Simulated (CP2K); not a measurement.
Two runs for the C K edge of hydrogen cyanide. Run A: CP2K XAS_TDP, all-electron GAPW, PBEh(45%), aug-cc-pVTZ, TDA, no relativity. Run B differs in one setting.

First lines with a strength over 0.0015. A:

| atom | energy (eV) | states | strength, one atom |
| --- | --- | --- | --- |
| C1 (bonded to N and H) | 281.82 | 2 | 0.1063 |
|  | 284.60 | 1 | 0.0128 |
|  | 286.57 | 2 | 0.0185 |
|  | 287.62 | 1 | 0.0038 |
|  | 289.04 | 2 | 0.0016 |

B:

| atom | energy (eV) | states | strength, one atom |
| --- | --- | --- | --- |
| C1 (bonded to N and H) | 269.71 | 2 | 0.0449 |
|  | 270.37 | 1 | 0.0027 |
|  | 271.93 | 2 | 0.0237 |
|  | 272.56 | 1 | 0.0042 |
|  | 273.72 | 2 | 0.0036 |

Question: Which was it: scalar relativity switched on, the functional, GW2X switched on, the basis?

The functional (functional from PBEh(45%) to PBE; the lines alone don't name the new value). A functional moves all lines by electronvolts and changes their spacings and strengths. Against PBEh(45%) in aug-cc-pVTZ, the leading line moves by -12.11 eV, to 269.71 eV; the strength of C1's goes from 0.1063 to 0.0449. The next line of C1 over the strength cut lies 0.66 eV higher, against 2.78.

[Hosts, paths, dates, database ids (printed as entryN), source tags and the programs' standing remarks are cut or masked in the printed files.]
